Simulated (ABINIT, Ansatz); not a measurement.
```
AlTlO2 (Fd-3m): one start, several treatments of the self-energy
1.0
     0.00000    4.04272    4.04272
     4.04272    0.00000    4.04272
     4.04272    4.04272    0.00000
Al Tl O
2 2 4
Direct
  0.25000 0.25000 0.25000
  0.00000 0.00000 0.00000
  0.75000 0.75000 0.75000
  0.50000 0.50000 0.50000
  0.12500 0.12500 0.12500
  0.62500 0.12500 0.12500
  0.12500 0.62500 0.12500
  0.12500 0.12500 0.62500
# method: RPA screening on LDA, plane waves, norm-conserving pseudopotentials (and 4 further levels or steps)
# program: ABINIT 10.8.3
# settings: cutoff 36 Ha, PseudoDojo scalar-relativistic 0.4.1 standard, norm-conserving, ngkpt (2, 2, 2), nband 115, ecuteps 4.2 Ha, gwcalctyp 2, nfreqre 16, nfreqim 8, inclvkb 2, freqremax 40 eV, spmeth 1, nomegasf 120, shiftk (0, 0, 0), symchi 1, awtr 1, frequency cd, 2×2×2 k-mesh
# cost: 9 runs, 7.3 min in all on 4 MPI ranks of Arm Neoverse N1, shared host
# notes: The program’s warnings: Min real frequency set to default [Ha] = and nproc spkpt=  >= nkpt= * nsppol=. The cell and positions are those that the Materials Project relaxed with its own functionals (PBE, PBE+U or r2SCAN), kept fixed. Limits: no spin-orbit coupling. Static COHSEX lies above G0W0: it lacks the factor Z and overstates the Coulomb hole of the filled states. The 2×2×2 mesh is coarse for this cell, which bears on the long-range parts of exchange and screening. The norm-conserving file of at least one element keeps a d shell over frozen s and p shells of the same row. Exchange with those shells is missing from the self-energy, an error of 0.3 to 0.9 eV in cases checked, whose sign depends on which edge lies on those atoms.
# G0W0, Godby-Needs plasmon pole: 3.360 eV
# G0W0, von der Linden-Horsch plasmon pole: 3.252 eV
# G0W0, Hybertsen-Louie plasmon pole: 3.690 eV
# one-shot COHSEX: 4.390 eV
# one-shot Hartree-Fock: 11.128 eV
# G0W0, contour deformation: 3.395 eV
# known limits: short of the basis limit; exchange with frozen shells missing; no spin-orbit coupling; coarse k mesh
```

[Long decimals in the printed logs are rounded to 6 places.]

[Logs are printed without paths, hosts, clocks, repeated set-up lines and the standing remarks that a program may print on its own settings, such as how far it seeks lower states.]

[Paths, hosts, dates, memory and timing lines, banners, echoed tables and standing remarks are left out of the program output; an Ansatz launch command may be rebuilt from the run's recorded settings. Measured values are a selection of at most five: reports struck by readers or far from the other reports are left out. None is set beside runs whose start may be inverted or whose files or cutoffs have a known fault.]

[Runs of the session that timed out or met a known fault of the program may be left out.]

[Hosts, paths, dates, database ids (printed as entryN), source tags and the programs' standing remarks are cut or masked in the printed files.]

[G0W0 gaps are taken among the corrected bands and points alone; a level outside them can change the order at an edge.]

[Where Ansatz stands beside ABINIT at settings called matched, ABINIT's density can come from a denser mesh and the files from another edition; pairs whose starting gaps differed by over 0.03 eV were left out, so agreement reads better than it is.]
